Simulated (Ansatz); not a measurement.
In doubt: masses and optical values from hybrid runs of this build are listed as unsure (in some of the runs), which bears on the screening that GW takes from such a start.

System: Al2O3 (Corundum).

```cif
data_structure
_symmetry_space_group_name_H-M 'P 1'
_symmetry_Int_Tables_number 1
_cell_length_a 5.1302
_cell_length_b 5.1302
_cell_length_c 5.1302
_cell_angle_alpha 55.287
_cell_angle_beta 55.287
_cell_angle_gamma 55.287
_cell_volume 85.02
loop_
_atom_site_label
_atom_site_type_symbol
_atom_site_fract_x
_atom_site_fract_y
_atom_site_fract_z
_atom_site_occupancy
Al1 Al 0.35216 0.35216 0.35216 1
Al2 Al 0.14784 0.14784 0.14784 1
Al3 Al 0.64784 0.64784 0.64784 1
Al4 Al 0.85216 0.85216 0.85216 1
O5 O 0.55668 0.94332 0.25000 1
O6 O 0.25000 0.55668 0.94332 1
O7 O 0.94332 0.25000 0.55668 1
O8 O 0.44332 0.05668 0.75000 1
O9 O 0.75000 0.44332 0.05668 1
O10 O 0.05668 0.75000 0.44332 1
```

The cell and positions come from the Crystallography Open Database and are kept as given unless a step says otherwise.

Gaps computed with Ansatz 0.2.0 without a self-energy: HSE06 8.08 eV.

**Question.** Estimate the G0W0@HSE06 gap with 4×4×4 mesh, 505 empty bands, screening to 190 eV, hard PAW files.

About 9.74 eV: on its mesh the run moves the gap from 8.09 eV by +1.64 eV. Bands and cutoff are finite, so the gap is not at the basis limit. The miss can reach some tenths of an eV and take either sign; the mesh is an error of its own.

[Paths, hosts, dates, memory and timing lines, banners, echoed tables and standing remarks are left out of the program output.]

[Logs are printed without paths, hosts, clocks, repeated set-up lines and the standing remarks that a program may print on its own settings, such as how far it seeks lower states.]

[Runs of the session that timed out or met a known fault of the program may be left out.]

[Cells called generated may have been cut or substituted from an entry of the Crystallography Open Database or the Materials Project.]

[Hosts, paths, dates, database ids (printed as entryN), source tags and the programs' standing remarks are cut or masked in the printed files.]
